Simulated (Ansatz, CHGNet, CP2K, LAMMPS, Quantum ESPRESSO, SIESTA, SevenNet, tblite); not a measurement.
# Running Zn2+ BF4- in dimethoxyethane and tetrahydrofuran at 400 K (85 atoms) with tblite

How near does tblite come to plane waves for Zn2+ BF4- in dimethoxyethane and tetrahydrofuran at 400 K (85 atoms)?

Main program and level: tblite 0.8.0; the method is named at each step.

## 1. Set-up

The cell holds 85 atoms: 20 C, 8 O, 46 H, 2 B, 8 F and 1 Zn. Its edges and angles: a = 9.806 Å, b = 9.806 Å, c = 9.806 Å, α = 90.0°, β = 90.0°, γ = 90.0°. 3 dimethoxyethane, 2 tetrahydrofuran, 1 Zn2+, 2 BF4- placed at random, at 1.15 g/cm³; overlaps pushed apart, then 10 ps at 550 K with stiff harmonic cages for PF6 and BF4 with UFF radii; divalent ions of Li, Roberts, Chakravorty and Merz (J. Chem. Theory Comput. 9, 2733 (2013)); MMFF94 bonds, angles, torsions, charges and radii (Halgren, J. Comput. Chem. 17, 490 (1996)) in harmonic and 12-6 forms; charges of ions scaled by 0.8. Snapshot after 30 ps at 400 K and fixed volume.

The yardstick, on the same geometry:

- method: Kohn-Sham DFT, PBE, PAW, plane waves (Ansatz 0.2.0); cutoff 420 eV, Γ point, fermi-dirac smearing of 0.05 eV; PAW set soft_2
- r.m.s. force component: 1.049 eV/Å
- longest force: 4.128 eV/Å
- pressure: 5.547 GPa
- gap (highest filled to lowest empty level): 3.958 eV
- SCF cycles: 10
- time: 6.2 s on 4 threads of Arm Neoverse V2, shared host
- CPU time: 23 s

## 2. GFN1-xTB

Method: GFN1-xTB tight binding, diagonalisation.

run.py reads:

```python
import numpy as np
from ase.io import read
from tblite.ase import TBLite

atoms = read("structure.xyz")
atoms.calc = TBLite(method="GFN1-xTB", electronic_temperature=580, accuracy=1.0, max_iterations=250, mixer_damping=0.4, verbosity=1)
energy = atoms.get_potential_energy()
forces = atoms.get_forces()
print(f"energy {energy:.6f} eV")
print("forces (eV/A)")
for i, (a, f) in enumerate(zip(atoms, forces)):
    print(f"{i:4d} {a.symbol:2s} {f[0]:10.5f} {f[1]:10.5f} {f[2]:10.5f}")
stress = -atoms.get_stress(voigt=False) * 160.21766
print("stress (GPa, compression positive)")
for row in stress:
    print(" ".join(f"{x:10.4f}" for x in row))
print("charges (e)")
print(np.array2string(atoms.get_charges(), precision=4, suppress_small=True, max_line_width=110, threshold=100000))
```

structure.xyz reads:

```xyz
85
Lattice="9.80591 0.00000 0.00000 0.00000 9.80591 0.00000 0.00000 0.00000 9.80591" Properties=species:S:1:pos:R:3 pbc="T T T"
C 4.84706 6.57271 8.97270
O 5.72391 7.56761 9.43887
C 4.91168 8.67205 0.23064
C 5.60457 0.05795 9.62185
O 7.03535 9.67216 9.80199
C 7.66793 1.09816 9.50448
H 5.31804 5.96494 8.25020
H 4.19585 7.15871 8.35464
H 4.25930 5.88443 9.69383
H 3.87716 8.81875 9.71677
H 5.00052 8.48809 1.24055
H 5.34569 0.32428 8.63489
H 5.42443 0.92656 0.50314
H 8.19421 1.02158 8.56487
H 6.90160 1.92921 9.51791
H 8.43181 1.32390 0.47853
C 0.55207 8.98427 0.55629
O 9.43338 8.51633 9.42995
C 0.12395 8.49613 8.08223
C 8.88229 8.15283 7.04633
O 7.55516 8.36934 7.62272
C 6.59624 8.17077 6.57653
H 0.13934 8.87562 1.53247
H 0.73103 0.23779 0.39204
H 1.50462 8.42347 0.46372
H 0.48265 9.49879 7.92935
H 0.98706 7.82286 7.92376
H 9.06311 8.79423 6.21803
H 8.97172 7.12782 6.53162
H 6.78569 8.85346 5.78372
H 6.64076 7.08261 6.48455
H 5.59359 8.41347 6.90562
C 0.04462 1.90735 4.46904
O 8.90926 1.24260 5.29450
C 7.61449 1.44029 4.95610
C 7.16704 2.87137 5.22282
O 5.82236 2.99571 4.75655
C 5.86952 3.19996 3.31793
H 1.09973 1.61180 4.58338
H 9.73178 2.97962 4.69605
H 9.49830 1.63161 3.44276
H 7.27236 1.06325 3.91560
H 6.99465 0.88332 5.68184
H 7.20558 2.92971 6.31510
H 7.83482 3.66182 4.73625
H 4.90609 3.54307 3.01002
H 6.79677 3.65300 2.94903
H 5.78941 2.25055 2.83528
C 2.52659 6.07162 4.06828
C 1.56238 5.06328 3.41971
C 1.28810 5.72802 2.13602
O 2.52434 6.40208 1.80605
C 2.94834 6.99985 3.02238
H 2.11239 6.62291 4.90384
H 3.26811 5.48749 4.54033
H 0.62915 4.83147 3.94982
[... 25 atom lines left out ...]
F 8.05624 6.23254 9.35876
F 7.52653 4.30950 8.29972
F 9.37141 5.25126 7.81590
Zn 7.66204 7.95455 9.44956
```

The run is started by

```
$ OMP_NUM_THREADS=1 python run.py > output.txt
```

The log of the run:

```text
------------------------------------------------------------
  cycle        total energy    energy error   density error
------------------------------------------------------------
      1     -148.3524242194  -1.4937570E+02   5.8131135E-01
      2     -149.6642615976  -1.3118374E+00   3.2638953E-01
      3     -149.6814124466  -1.7150849E-02   1.0921355E-01
      4     -149.7031711753  -2.1758729E-02   2.2861500E-02
      5     -149.7148601195  -1.1688944E-02   2.1836154E-03
      6     -149.7149616774  -1.0155785E-04   5.8624546E-04
      7     -149.7149653255  -3.6481466E-06   1.7738700E-04
      8     -149.7149655470  -2.2149209E-07   6.2494130E-05
      9     -149.7149656136  -6.6605679E-08   1.3139444E-05
------------------------------------------------------------
 total:                                   1.646 sec
energy -4073.951723 eV
forces (eV/A)
   0 C    -1.24349   -0.43201    0.12275
   1 O    -2.28234    0.33069    1.08967
   2 C     0.74661   -1.90159   -1.40183
   3 C     2.19942    2.34735    1.95851
   4 O    -1.43032    1.57511   -0.14846
   5 C     0.29659    1.04205    0.90730
   6 H     1.20980   -1.10135   -0.48457
   7 H    -1.59723   -0.14926   -0.40864
   8 H     1.12417    1.47328   -0.44942
   9 H    -0.08128   -0.92976   -0.21503
  10 H    -0.20429   -0.16265    2.64464
  11 H    -0.00324    0.39102   -1.45738
  12 H    -0.72550   -0.46926   -0.46127
  13 H    -0.02002    0.24606   -0.59879
  14 H     1.00881   -0.63467   -0.23907
  15 H    -0.48718   -0.12186   -0.26810
  16 C     1.07957    0.02087   -0.34713
  17 O     0.34122   -0.90591   -1.22038
  18 C     0.54410   -0.21520    0.43209
  19 C    -0.92782   -1.32230    0.10161
  20 O     1.41182    0.48202   -1.74371
  21 C    -0.19645   -1.06992    1.49387
  22 H    -0.35285   -0.30094    0.82217
  23 H     0.32597    0.41785   -0.08346
[...]
77 F    -0.59519    0.07929   -0.94169
  78 F    -0.12870    0.31515   -0.52110
  79 B    -1.94441    0.80118   -1.80224
  80 F     0.43454   -0.20963   -0.19398
  81 F     0.47472   -0.94819   -0.06661
  82 F    -0.37544   -0.74137    0.93030
  83 F     1.54907    0.02478    0.62303
  84 Zn   -0.34930   -0.72056    0.53943
stress (GPa, compression positive)
    0.4787     0.1107     0.3085
    0.1107     3.1380    -0.8204
    0.3085    -0.8204     3.2858
charges (e)
[ 0.1602 -0.3974  0.1635  0.1807 -0.3994  0.1638  0.0544  0.0145  0.0361  0.0373  0.0733  0.0469  0.0347
  0.0465  0.0387  0.0385  0.166  -0.392   0.1791  0.1696 -0.4114  0.149   0.0704  0.0157  0.0277  0.0361
  0.0352  0.0506  0.0634  0.0585  0.0636  0.0284  0.1616 -0.457   0.1841  0.1645 -0.4738  0.1492  0.0208
  0.0246  0.0213  0.0236  0.0215  0.0426  0.0251  0.0375  0.0418  0.0101 -0.063  -0.0633  0.1816 -0.4924
  0.1845  0.0206  0.0333  0.0348  0.0255  0.0431  0.0358  0.0431  0.0115 -0.064  -0.0617  0.1966 -0.4943
  0.1885  0.0401  0.0418  0.0456  0.0404  0.0117  0.0053  0.0228  0.0258  0.7439 -0.3067 -0.3972 -0.4132
 -0.3669  0.7499 -0.347  -0.3294 -0.403  -0.3833  0.8592]
```

Run time: 2.1 s. Hardware: 1 thread of Arm Neoverse V2, shared host; peak memory 0.16 GiB.

Banners, paths, timers and routine set-up lines are dropped from the logs unmarked, and long logs keep their key lines alone; longer cuts are marked.

Compared with the plane-wave run:

| Property | Result |
| --- | --- |
| r.m.s. force component | 0.9459 eV/Å |
| r.m.s. difference of force components | 383.9 meV/Å |
| longest difference of force vectors | 2848 meV/Å |
| force difference over r.m.s. force | 36.58 % |
| slope of forces against the reference's | 0.8393 |
| correlation of force components | 0.9312 |
| pressure | 2.301 GPa |
| pressure difference | -3.247 GPa |

Length of the force difference by element (eV/Å):

| element | atoms | mean | most |
| --- | --- | --- | --- |
| B | 2 | 0.73 | 0.78 |
| C | 20 | 0.54 | 0.98 |
| F | 8 | 1.0 | 2.8 |
| H | 46 | 0.13 | 0.29 |
| O | 8 | 0.91 | 1.6 |
| Zn | 1 | 2.1 | 2.1 |

The surroundings of C4, which bears the longest force, nearest first, numbered as they follow in the input and with coordinates relative to it.

| atom | x | y | z | distance (Å) | bonds | Mulliken charge (e) | Fx | Fy | Fz (eV/Å) |
| --- | --- | --- | --- | --- | --- | --- | --- | --- | --- |
| C4 | 0.00 | 0.00 | 0.00 | 0.00 | 4 | 0.18 | 2.20 | 2.35 | 1.96 |
| H12 | -0.26 | 0.27 | -0.99 | 1.05 | 1 | 0.05 | 0.00 | 0.39 | -1.46 |
| H13 | -0.18 | 0.87 | 0.69 | 1.12 | 1 | 0.03 | -0.73 | -0.47 | -0.46 |
| C3 | -0.69 | -1.19 | 0.41 | 1.44 | 4 | 0.16 | 0.75 | -1.90 | -1.40 |
| O5 | 1.43 | -0.19 | 0.18 | 1.45 | 3 | -0.40 | -1.43 | 1.58 | -0.15 |
| H10 | -1.73 | -1.05 | 0.09 | 2.02 | 1 | 0.04 | -0.08 | -0.93 | -0.22 |
| H11 | -0.60 | -1.38 | 1.42 | 2.07 | 1 | 0.07 | -0.20 | -0.16 | 2.64 |
| H15 | 1.30 | 1.87 | -0.10 | 2.28 | 1 | 0.04 | 1.01 | -0.63 | -0.24 |
| O2 | 0.12 | -2.30 | -0.18 | 2.31 | 3 | -0.40 | -2.28 | 0.33 | 1.09 |
| C6 | 2.06 | 1.04 | -0.12 | 2.31 | 4 | 0.16 | 0.30 | 1.04 | 0.91 |

Atoms are counted from 1 here, from 0 in the log.

Forces lie 37 % from the reference's, at 0.089 times its CPU time (on 1 against 4 cores).

## 3. What came out

```
force difference from the reference : tblite GFN1-xTB, 37 %
its CPU time                        : 2.1 s
```

Tight binding differs by 37 % (tblite GFN1-xTB); it is another model, with fitted parameters of its own, and the xTB methods hold dispersion. One electronic-structure run takes under half the reference's CPU time: tblite GFN1-xTB, at 37 % in 2.1 s against 23 s; its pressure misses by -3.2 GPa. Periodic xTB results under one method name differ between programs and library versions. The network of contacts between molecules at the start is that of the classical potential that made the cell, and needn't be the one that DFT or experiment would give. The reference's PBE has no dispersion term, which matters for the binding between molecules or layers. The density was typed from a rule of thumb and may lie off the real one at this temperature. The electronic-structure runs sample only Γ, in a cell whose shortest periodic width is 10 Å.

[Also dropped from logs without a mark: logging warnings of Python, and SIESTA's first energy breakdown and zero terms.]

[Logs are printed without paths, hosts, clocks, repeated set-up lines and the standing remarks that a program may print on its own settings, such as how far it seeks lower states.]

[Hosts, paths, dates, database ids (printed as entryN), source tags and the programs' standing remarks are cut or masked in the printed files.]

[The MMFF94 radii named for the starting cell were scaled by 0.96; in molecules described by MMFF94, hydrogen bound to N, O or S took a small fixed 12-6 site in their place.]
